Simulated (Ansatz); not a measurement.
## A hypothetical structure for LiCdCl2F

Starting from a made-up structure for LiCdCl2F, the aim is the relaxed cell, its shortest contacts and, where a second run follows, its electronic structure.

Calculated with Ansatz 0.2.0; DFT, PBE, plane-wave PAW, files of the set soft_1, scalar-relativistic, no spin, cell and ions relaxed at zero pressure; PAW set soft_1.

## (1) The structure

The structure is orthorhombic, space group Cmmm (No. 65). The conventional cell has a = 6.347 Å, b = 6.565 Å, c = 4.473 Å, α = 90.00°, β = 90.00°, γ = 90.00°. Nearest to Cd lie 2 F at 2.24 Å and 4 Cl at 2.28 Å. Nearest to Cl lie 2 Cd at 2.28 Å. Nearest to F lie 2 Cd at 2.24 Å. Nearest to Li lie 2 F at 3.17 Å and 8 Cl at 3.20 Å. Farther neighbours and most contacts between anions are not listed.

## (2) Relaxing cell and atoms

The guess takes its coordinates from another compound and its volume from a rule, so the cell and any free coordinates are relaxed together.

input.yaml reads:

```yaml
crystal:
  lattice:
    - [3.1735, -3.2825, 0.0]
    - [3.1735, 3.2825, 0.0]
    - [0.0, 0.0, 4.473]
  atoms:
    - { symbol: Cd, position: [0.5, 0.5, 0.0] }
    - { symbol: Cl, position: [0.0, 0.5, 0.0] }
    - { symbol: Cl, position: [0.5, 0.0, 0.0] }
    - { symbol: F, position: [0.5, 0.5, 0.5] }
    - { symbol: Li, position: [0.0, 0.0, 0.5] }
kpoints:
  mp_grid: { grid: [6, 6, 6] }
scf:
  occupations: { method: fermi_dirac, width: 0.05 }
hamiltonian:
  xc: pbe
  pseudopotentials: { kind: paw, azcp: { folder: soft_1 } }
relax:
  f_tol: 0.015
  max_steps: 70
  cell: {}
output:
  forces: true
  stress: true
```

On the command line:

```sh
> ansatz run input.yaml --threads 4 --pin off --max-ram 8192MiB --backend cpu --events-out ev --progress --plain --runs-dir out
```

Numbers of over 12 decimals in the logs are rounded to 6 here.

Output:

```text
Engine: ansatz 0.2.0, aarch64-unknown-linux-gnu
Pseudopotentials: kind: paw
Pseudopotential: Cd, paw, valence charge 20, recommended cutoff 420 eV (normal), soft_1/Cd.paw.azcp
Pseudopotential: Cl, paw, valence charge 7, recommended cutoff 420 eV (normal), soft_1/Cl.paw.azcp
Pseudopotential: F, paw, valence charge 7, recommended cutoff 420 eV (normal), soft_1/F.paw.azcp
Pseudopotential: Li, paw, valence charge 3, recommended cutoff 420 eV (normal), soft_1/Li.paw.azcp
Functional definition: PBE
  parameter kappa = 0.804
  parameter beta = 0.066725
  exchange = pbe_x(kappa = kappa, mu = beta*pi^2/3)
  correlation = pbe_c(beta = beta)
Crystal: 5 atoms, lattice volume = 93.191 Å³
Basis set: ecut = 420 eV, 1835 PW (Γ), exchange–correlation on 64×64×60 points (8 copies of the dense FFT grid, shifted against one another)
Bands: 27, of which v1, the nominal top of the filled ones, is band 22 counted from 1 (21 counted from 0)
Symmetry: 8 space group operations
Space group: Cmmm (ITA 65), of the structure as read, at distance tolerance 4.5e-5 Å
k-points: 52 of 216
Non-local potential: Cd, projectors of the file, l = 0: 3, l = 1: 2, l = 2: 2, l = 3: 1
Non-local potential: Cl, projectors of the file, l = 0: 2, l = 1: 2, l = 2: 1
Non-local potential: F, projectors of the file, l = 0: 2, l = 1: 2, l = 2: 1
Non-local potential: Li, projectors of the file, l = 0: 3, l = 1: 2, l = 2: 1
PAW form: soft (Blöchl's): semilocal exchange-correlation on the pseudo side does not see the compensation charge
PAW one-centre angular grid: Cd, 590 points (default); XC on 64 Gauss nodes
PAW one-centre angular grid: Cl, 110 points (default); XC on 64 Gauss nodes
PAW one-centre angular grid: F, 110 points (default); XC on 64 Gauss nodes
PAW one-centre angular grid: Li, 110 points (default); XC on 96 Gauss nodes
Initial density: superposition of atomic densities (chi_scale 0.1, normalization cell, long waves kept (reshape's long-wave potential 0.02 eV rms))
Initial wavefunctions: pseudopotential atomic-orbital guess
Functional: x = pbe(κ = 0.804, μ = 0.219515), c = pbe(β = 0.066725)
SCF iter   1: F=—  HF=-11435.213610 eV  |F-HF|=—  |Δ(HF+E_count)|=         —  Δρ=1.56e-1  dr2=2.12e1  ethr=3.10e-3  ⟨swp⟩=7.5  Hψ=7199  notcnv=0
preconditioner: auto → Resta (q_TF=auto, 2.408 Å⁻¹)  ε∞=3.5  [insulator: Δε(μ)=0.608 eV  Ē_g=14.108 eV  σ=0.050 eV  W_gap=0.89  n_scr=22 (ndim 8)  ℏωp=22.4 eV  f_vac=0.015  D(μ)=0.18/eV (n_scr^D=0)  ε∞_Penn≈3.5]
SCF iter   2: F=—  HF=-11430.167430 eV  |F-HF|=—  |Δ(HF+E_count)|=    5.05e0  Δρ=7.34e-2  dr2=3.04e0  ethr=3.10e-3  ⟨swp⟩=4.0  Hψ=4011  notcnv=0  defer=46
SCF iter   3: F=—  HF=-11429.426080 eV  |F-HF|=—  |Δ(HF+E_count)|=   7.41e-1  Δρ=1.65e-2  dr2=3.59e-1  ethr=3.10e-3  ⟨swp⟩=2.2  Hψ=2917  notcnv=0  defer=49
SCF iter   4: F=—  HF=-11429.342305 eV  |F-HF|=—  |Δ(HF+E_count)|=   8.38e-2  Δρ=5.15e-3  dr2=4.78e-2  ethr=8.16e-4  ⟨swp⟩=3.0  Hψ=2700  notcnv=0  defer=51
SCF iter   5: F=—  HF=-11429.339973 eV  |F-HF|=—  |Δ(HF+E_count)|=   2.33e-3  Δρ=1.62e-3  dr2=3.35e-3  ethr=1.09e-4  ⟨swp⟩=2.4  Hψ=2339  notcnv=0  defer=51
SCF iter   6: F=—  HF=-11429.340965 eV  |F-HF|=—  |Δ(HF+E_count)|=   9.92e-4  Δρ=4.54e-4  dr2=2.24e-4  ethr=7.61e-6  ⟨swp⟩=2.0  Hψ=2859  notcnv=0  defer=50
SCF iter   7: F=—  HF=-11429.341046 eV  |F-HF|=—  |Δ(HF+E_count)|=   8.02e-5  Δρ=1.36e-4  dr2=1.81e-5  ethr=5.09e-7  ⟨swp⟩=2.0  Hψ=2195  notcnv=0  defer=50
SCF iter   8: F=—  HF=-11429.340866 eV  |F-HF|=—  |Δ(HF+E_count)|=   1.80e-4  Δρ=2.60e-5  dr2=6.63e-7  ethr=4.11e-8  ⟨swp⟩=2.1  Hψ=2235  notcnv=0  defer=50
SCF iter   9: F=-11429.340866 eV  HF=-11429.340866 eV  |F-HF|=2.70e-8  |Δ(HF+E_count)|=   6.20e-7  Δρ=5.55e-6  dr2=2.98e-8  ethr=2.27e-10  ⟨swp⟩=5.2  Hψ=5511  notcnv=0
SCF 1 converged in 9 iterations: F = -11429.340866 eV  dr2 = 2.98e-8
  greatest PAW one-centre occupation: 1.000 electrons in one spin orbital (limit 2), on the Cd atom at site 0 (counted from 0), in its partial waves of l = 1
relax step   1: F+E_penalty+E_count = -11429.34086623 eV  Δ(F+E_penalty+E_count) = +0.000e0 eV  max|allowed force component| = 4.031e-29 eV/Å  Δτ_max = 0.0000 Å  P = +18.432 GPa  Ω = 93.191 Å³  (9 SCF iters, dr2 threshold 1.00e-7 eV, accepted)
Crystal: 5 atoms, lattice volume = 102.851 Å³
Basis set: ecut = 420 eV, 1987 PW (Γ), exchange–correlation on 64×64×60 points (8 copies of the dense FFT grid, shifted against one another)
Initial density: handed on by an earlier stage of this run
Initial wavefunctions: those handed on with the density
iter 1 solved again at ethr=1.88e-4 eV; its pass at ethr=3.10e-3 eV (dr2=8.29e-2 eV) is discarded
SCF iter   1: F=—  HF=-11430.442159 eV  |F-HF|=—  |Δ(HF+E_count)|=         —  Δρ=7.55e-3  dr2=8.25e-2  ethr=1.88e-4  ⟨swp⟩=1.1  Hψ=8507  notcnv=0
preconditioner: auto → Resta (q_TF=auto, 2.368 Å⁻¹)  ε∞=4.0  [insulator: Δε(μ)=2.159 eV  Ē_g=12.415 eV  σ=0.050 eV  W_gap=1.00  n_scr=26 (ndim 8)  ℏωp=21.3 eV  f_vac=0.208  D(μ)=0.00/eV (n_scr^D=0)  ε∞_Penn≈4.0]
SCF iter   2: F=—  HF=-11430.417804 eV  |F-HF|=—  |Δ(HF+E_count)|=   2.44e-2  Δρ=4.13e-3  dr2=1.35e-2  ethr=1.87e-4  ⟨swp⟩=2.2  Hψ=2427  notcnv=0
SCF iter   3: F=—  HF=-11430.413947 eV  |F-HF|=—  |Δ(HF+E_count)|=   3.86e-3  Δρ=1.63e-3  dr2=4.25e-3  ethr=3.08e-5  ⟨swp⟩=2.0  Hψ=2646  notcnv=0  defer=2
SCF iter   4: F=—  HF=-11430.412553 eV  |F-HF|=—  |Δ(HF+E_count)|=   1.39e-3  Δρ=5.38e-4  dr2=3.22e-4  ethr=9.65e-6  ⟨swp⟩=2.6  Hψ=2282  notcnv=0  defer=2
SCF iter   5: F=—  HF=-11430.412569 eV  |F-HF|=—  |Δ(HF+E_count)|=   1.57e-5  Δρ=1.97e-4  dr2=4.04e-5  ethr=7.31e-7  ⟨swp⟩=2.0  Hψ=2223  notcnv=0  defer=2
SCF iter   6: F=—  HF=-11430.412592 eV  |F-HF|=—  |Δ(HF+E_count)|=   2.30e-5  Δρ=4.72e-5  dr2=2.68e-6  ethr=9.18e-8  ⟨swp⟩=2.7  Hψ=2464  notcnv=0  defer=4
SCF iter   7: F=-11430.412594 eV  HF=-11430.412594 eV  |F-HF|=3.59e-7  |Δ(HF+E_count)|=   2.49e-6  Δρ=1.33e-5  dr2=2.62e-7  ethr=1.14e-9  ⟨swp⟩=5.0  Hψ=5226  notcnv=0
SCF 2 converged in 7 iterations: F = -11430.412594 eV  dr2 = 2.62e-7
  greatest PAW one-centre occupation: 1.000 electrons in one spin orbital (limit 2), on the Cd atom at site 0 (counted from 0), in its partial waves of l = 0
relax step   2: F+E_penalty+E_count = -11430.41259442 eV  Δ(F+E_penalty+E_count) = -1.072e0 eV  max|allowed force component| = 2.918e-28 eV/Å  Δτ_max = 0.0000 Å  P = +8.120 GPa  Ω = 102.851 Å³  energy of the carried Pulay correction = -5.457e-3 eV  (7 SCF iters, dr2 threshold 5.00e-7 eV, accepted)
Crystal: 5 atoms, lattice volume = 110.422 Å³
Basis set: ecut = 420 eV, 2143 PW (Γ), exchange–correlation on 64×64×60 points (8 copies of the dense FFT grid, shifted against one another)
[...]
SCF iter   3: F=—  HF=-11430.880438 eV  |F-HF|=—  |Δ(HF+E_count)|=   1.99e-3  Δρ=1.26e-3  dr2=2.37e-3  ethr=1.72e-5  ⟨swp⟩=2.0  Hψ=2611  notcnv=0
SCF iter   4: F=—  HF=-11430.879820 eV  |F-HF|=—  |Δ(HF+E_count)|=   6.18e-4  Δρ=3.80e-4  dr2=1.96e-4  ethr=5.38e-6  ⟨swp⟩=2.7  Hψ=2307  notcnv=0  defer=1
SCF iter   5: F=—  HF=-11430.880239 eV  |F-HF|=—  |Δ(HF+E_count)|=   4.19e-4  Δρ=1.45e-4  dr2=2.56e-5  ethr=4.45e-7  ⟨swp⟩=2.0  Hψ=2217  notcnv=0  defer=3
SCF iter   6: F=—  HF=-11430.880254 eV  |F-HF|=—  |Δ(HF+E_count)|=   1.55e-5  Δρ=2.90e-5  dr2=1.13e-6  ethr=5.82e-8  ⟨swp⟩=3.0  Hψ=2712  notcnv=0  defer=4
SCF iter   7: F=-11430.880256 eV  HF=-11430.880255 eV  |F-HF|=1.04e-7  |Δ(HF+E_count)|=   1.17e-6  Δρ=7.02e-6  dr2=1.11e-7  ethr=1.14e-9  ⟨swp⟩=4.8  Hψ=4929  notcnv=0
SCF 3 converged in 7 iterations: F = -11430.880256 eV  dr2 = 1.11e-7
relax step   3: F+E_penalty+E_count = -11430.88025553 eV  Δ(F+E_penalty+E_count) = -4.677e-1 eV  max|allowed force component| = 4.055e-29 eV/Å  Δτ_max = 0.0000 Å  P = +2.711 GPa  Ω = 110.422 Å³  energy of the carried Pulay correction = -9.483e-3 eV  (7 SCF iters, dr2 threshold 5.00e-7 eV, accepted)
[... from here on, the SCF cycles and remarks between the steps are left out ...]
relax step   4: F+E_penalty+E_count = -11431.01082185 eV  Δ(F+E_penalty+E_count) = -1.306e-1 eV  max|allowed force component| = 1.026e-29 eV/Å  Δτ_max = 0.0000 Å  P = +0.772 GPa  Ω = 113.833 Å³  energy of the carried Pulay correction = -1.134e-2 eV  (7 SCF iters, dr2 threshold 5.00e-7 eV, accepted)
relax step   5: F+E_penalty+E_count = -11431.01708000 eV  Δ(F+E_penalty+E_count) = -6.258e-3 eV  max|allowed force component| = 2.749e-28 eV/Å  Δτ_max = 0.0000 Å  P = -0.180 GPa  Ω = 115.968 Å³  energy of the carried Pulay correction = -1.239e-2 eV  (6 SCF iters, dr2 threshold 5.00e-7 eV, accepted)
relax step   6: F+E_penalty+E_count = -11431.01751601 eV  Δ(F+E_penalty+E_count) = -4.360e-4 eV  max|allowed force component| = 5.790e-29 eV/Å  Δτ_max = 0.0000 Å  P = +0.035 GPa  Ω = 115.468 Å³  energy of the carried Pulay correction = -1.216e-2 eV  (6 SCF iters, dr2 threshold 9.51e-8 eV, accepted)
relax step   7: F+E_penalty+E_count = -11431.01751219 eV  Δ(F+E_penalty+E_count) = +3.821e-6 eV  max|allowed force component| = 3.767e-29 eV/Å  Δτ_max = 0.0000 Å  P = +0.000 GPa  Ω = 115.548 Å³  energy of the carried Pulay correction = -1.220e-2 eV  (5 SCF iters, dr2 threshold 2.11e-8 eV, accepted)
relax step   8: F+E_penalty+E_count = -11431.10133204 eV  Δ(F+E_penalty+E_count) = -8.382e-2 eV  max|allowed force component| = 4.295e-29 eV/Å  Δτ_max = 0.0000 Å  P = +0.960 GPa  Ω = 115.548 Å³  stress off target by 1.46e0 GPa  SCF on the basis re-selected at this cell (its energy is not comparable with the rows above)  (9 SCF iters)
relax step   9: F+E_penalty+E_count = -11431.11245184 eV  Δ(F+E_penalty+E_count) = -1.112e-2 eV  max|allowed force component| = 4.019e-29 eV/Å  Δτ_max = 0.0000 Å  P = +0.234 GPa  Ω = 117.767 Å³  energy of the carried Pulay correction = -1.175e-3 eV  (6 SCF iters, dr2 threshold 5.00e-7 eV, accepted)
relax step  10: F+E_penalty+E_count = -11431.11283881 eV  Δ(F+E_penalty+E_count) = -3.870e-4 eV  max|allowed force component| = 4.019e-29 eV/Å  Δτ_max = 0.0000 Å  P = -0.016 GPa  Ω = 118.591 Å³  energy of the carried Pulay correction = -1.658e-3 eV  (6 SCF iters, dr2 threshold 3.70e-7 eV, accepted)
relax step  11: F+E_penalty+E_count = -11431.11293380 eV  Δ(F+E_penalty+E_count) = -9.499e-5 eV  max|allowed force component| = 4.039e-29 eV/Å  Δτ_max = 0.0000 Å  P = -0.000 GPa  Ω = 118.543 Å³  energy of the carried Pulay correction = -1.631e-3 eV  (6 SCF iters, dr2 threshold 9.35e-9 eV, accepted)
iter 1 solved again at ethr=4.32e-7 eV; its pass at ethr=3.10e-3 eV (dr2=1.90e-4 eV) is discarded
SCF iter   1: F=—  HF=-11431.114516 eV  |F-HF|=—  |Δ(HF+E_count)|=         —  Δρ=1.37e-4  dr2=2.76e-6  ethr=4.32e-7  ⟨swp⟩=3.4  Hψ=10351  notcnv=0
preconditioner: auto → Resta (q_TF=auto, 2.313 Å⁻¹)  ε∞=3.8  [insulator: Δε(μ)=2.495 eV  Ē_g=11.980 eV  σ=0.050 eV  W_gap=1.00  n_scr=26 (ndim 8)  ℏωp=19.9 eV  f_vac=0.224  D(μ)=0.00/eV (n_scr^D=0)  ε∞_Penn≈3.8]
SCF iter   2: F=—  HF=-11431.114641 eV  |F-HF|=—  |Δ(HF+E_count)|=   1.25e-4  Δρ=6.24e-5  dr2=1.11e-6  ethr=6.27e-9  ⟨swp⟩=2.0  Hψ=2394  notcnv=0
SCF iter   3: F=—  HF=-11431.114699 eV  |F-HF|=—  |Δ(HF+E_count)|=   5.83e-5  Δρ=3.17e-5  dr2=1.33e-7  ethr=2.51e-9  ⟨swp⟩=2.0  Hψ=2067  notcnv=0
SCF iter   4: F=—  HF=-11431.114716 eV  |F-HF|=—  |Δ(HF+E_count)|=   1.67e-5  Δρ=1.94e-6  dr2=2.06e-9  ethr=3.03e-10  ⟨swp⟩=2.0  Hψ=2233  notcnv=0
SCF iter   5: F=—  HF=-11431.114716 eV  |F-HF|=—  |Δ(HF+E_count)|=   1.11e-9  Δρ=6.73e-7  dr2=3.74e-10  ethr=4.69e-12  ⟨swp⟩=2.0  Hψ=2480  notcnv=0
SCF iter   6: F=—  HF=-11431.114716 eV  |F-HF|=—  |Δ(HF+E_count)|=   2.16e-9  Δρ=2.07e-7  dr2=6.16e-11  ethr=1.00e-12  ⟨swp⟩=2.0  Hψ=2225  notcnv=0
SCF iter   7: F=-11431.114716 eV  HF=-11431.114716 eV  |F-HF|=7.28e-12  |Δ(HF+E_count)|=  4.91e-11  Δρ=1.22e-7  dr2=1.29e-11  ethr=1.00e-12  ⟨swp⟩=4.2  Hψ=4598  notcnv=0
SCF 12 converged in 7 iterations: F = -11431.114716 eV  dr2 = 1.29e-11
relax step  12: F+E_penalty+E_count = -11431.11471581 eV  Δ(F+E_penalty+E_count) = -1.782e-3 eV  max|allowed force component| = 3.798e-29 eV/Å  Δτ_max = 0.0000 Å  P = +0.007 GPa  Ω = 118.543 Å³  stress off target by 1.84e-2 GPa  SCF on the basis re-selected at this cell (its energy is not comparable with the rows above)  (7 SCF iters)
basis re-selected at this cell: Δ(F+E_penalty+E_count) = -1.782e-3 eV, ΔP = +0.007 GPa vs the last step (what re-selecting the basis moved, of the pressure what is left beyond the Pulay correction that the steps carried, after the strain that the cell walked since its last selection, with what the two solves' SCF thresholds leave and, on support functions, any second-order correction that the steps lacked; it is no m [...]
SCF converged after 7 iterations
Free energy (F): -11431.114716 eV
Harris-Foulkes:  -11431.114716 eV  (|F-HF|=7.28e-12)
Internal energy: -11431.114716 eV  (E = F + TS)
E sigma→0 (E₀):  -11431.114716 eV
Fermi energy:    3.302372 eV
--- Per-component energies (eV) ---
  E_band       = -756.767523
  E_kinetic    = 957.290975
  E_local      = -6565.103672  (includes V_loc(G=0)·N_el)
  E_nonlocal   = 252.430194
  E_hartree    = 2896.376797
  E_xc         = -456.352137
  E_vxc        = -537.825764  (∫ρ·V_xc dr)
  E_paw        = -5648.440321  (= ΣΔE_a)
  E_vpaw       = -656.314425  (= ΣTr[D̂ρ^β])
  E_aug_tail   = 0.001477  (compensation charges beyond the density's cutoff)
  E_ewald      = -2867.318029
  E_smearing   = -0.000000  (= −TS)
  E_closure    = -0.000000  (closes the sum)
  Σ components = -11431.114716   (vs F -11431.114716, Δ=0.00e0)
--- Forces (eV/Å), atoms counted from 1 ---
  atom   1  Cd    -0.00000000     0.00000000     0.00000000
  atom   2  Cl     0.00000000    -0.00000000     0.00000000
  atom   3  Cl     0.00000000     0.00000000     0.00000000
  atom   4  F     -0.00000000     0.00000000     0.00000000
  atom   5  Li     0.00000000     0.00000000     0.00000000
  max |Σ_I F_I| component: 6.25e-29 eV/Å
--- Stress (GPa, compression-positive) ---
        0.018389       0.000000       0.000000
        0.000000       0.011769       0.000000
        0.000000       0.000000      -0.009750
  P = ⅓ Tr σ = 0.0068 GPa (0.068 kbar)
--- Relaxed structure (10 steps of the walk, 10 accepted, 2 SCFs on fresh bases) ---
  F+E_penalty+E_count = -11431.11471581 eV   max|allowed force component| = 3.798e-29 eV/Å   (the final SCF, on the basis selected at the relaxed cell)
  cell:  # Å, volume = 118.5433 Å³
    - [3.712636, -3.713652, 0.0]
    - [3.712636, 3.713652, 0.0]
    - [0.0, 0.0, 4.298961]
  atoms:
    - { symbol: Cd, position: [0.5, 0.5, 0.0] }
    - { symbol: Cl, position: [0.0, 0.5, 0.0] }
    - { symbol: Cl, position: [0.5, 0.0, 0.0] }
    - { symbol: F, position: [0.5, 0.5, 0.5] }
    - { symbol: Li, position: [0, 0, 0.5] }
```

It took 26 s on 4 threads of Arm Neoverse V1, shared host; peak memory 0.5 GiB; 95 s of CPU time.

Step by step:

```csv
step,energy less that of the first step (eV),largest force component (eV/Å),pressure (GPa),volume (Å³)
1,0.0000,0.0000,18.43,93.19
2,-1.0717,0.0000,8.12,102.85
3,-1.5394,0.0000,2.71,110.42
4,-1.6700,0.0000,0.77,113.83
5,-1.6762,0.0000,-0.18,115.97
6,-1.6766,0.0000,0.03,115.47
7,-1.6766,0.0000,0.00,115.55
8*,-1.7605,0.0000,0.96,115.55
9,-1.7716,0.0000,0.23,117.77
10,-1.7720,0.0000,-0.02,118.59
11,-1.7721,0.0000,0.00,118.54
12*,-1.7738,0.0000,0.01,118.54
```

Relaxation steps marked * repeat the geometry before them on a plane-wave basis chosen anew for their cell, so energy and pressure can jump there.

The run keeps the 8 symmetry operations that it works with, so distortions that break them were not tested.

```csv
cell as run,before,after,change
a (Å),4.566,5.251,+15.0 %
b (Å),4.566,5.251,+15.0 %
c (Å),4.473,4.299,-3.9 %
γ (°),91.93,90.02,-2.1 %
volume (Å³/atom),18.64,23.71,+27.2 %
```

Final coordinates:

```
Cd Cl F Li
1.0
     3.71264   -3.71365    0.00000
     3.71264    3.71365    0.00000
     0.00000    0.00000    4.29896
Cd Cl F Li
1 2 1 1
Direct
  0.50000 0.50000 0.00000
  0.00000 0.50000 0.00000
  0.50000 0.00000 0.00000
  0.50000 0.50000 0.50000
  0.00000 0.00000 0.50000
```

This step gave:

* free energy: -11431.1147 eV
* Fermi energy: 3.302 eV
* gap by band count: 2.495 eV
* electrons: 44
* symmetry operations: 8
* pressure: 0.006803 GPa

Shortest distances by pair of elements, guess and relaxed (not always the same contact):

```
 pair  guess (Å)  relaxed (Å)
 Cd–F      2.236        2.149
Cd–Cl      2.283        2.626
 Cl–F      3.196        3.393
Cl–Li      3.196        3.393
Cl–Cl      3.174        3.713
```

The relaxation ends with a pressure of 0.01 GPa.

## (3) What came out

- space group, relaxed: P4/mmm
- conventional cell: a = 5.251, b = 5.251, c = 4.299 Å; α = 90.0°, β = 90.0°, γ = 90.0°
- volume per atom: 23.71 Å³ (guess 18.64)

LiCdCl2F relaxes to P4/mmm with a = 5.251, b = 5.251 and c = 4.299 Å. The guessed volume was 21 % too small. The symmetry rose from Cmmm to P4/mmm, so the distortion of the structure type doesn't survive with these elements. Mesh and cutoff weren't tested. A vector of the cell changed its length by 15 %, more than the volume shows. No dispersion term is used, so weakly bound directions may come out too long. Nothing here tests whether the compound is stable against decomposition.

[Logs are printed without paths, hosts, clocks, repeated set-up lines and the standing remarks that a program may print on its own settings, such as how far it seeks lower states.]

[Hosts, paths, dates, database ids (printed as entryN), source tags and the programs' standing remarks are cut or masked in the printed files.]
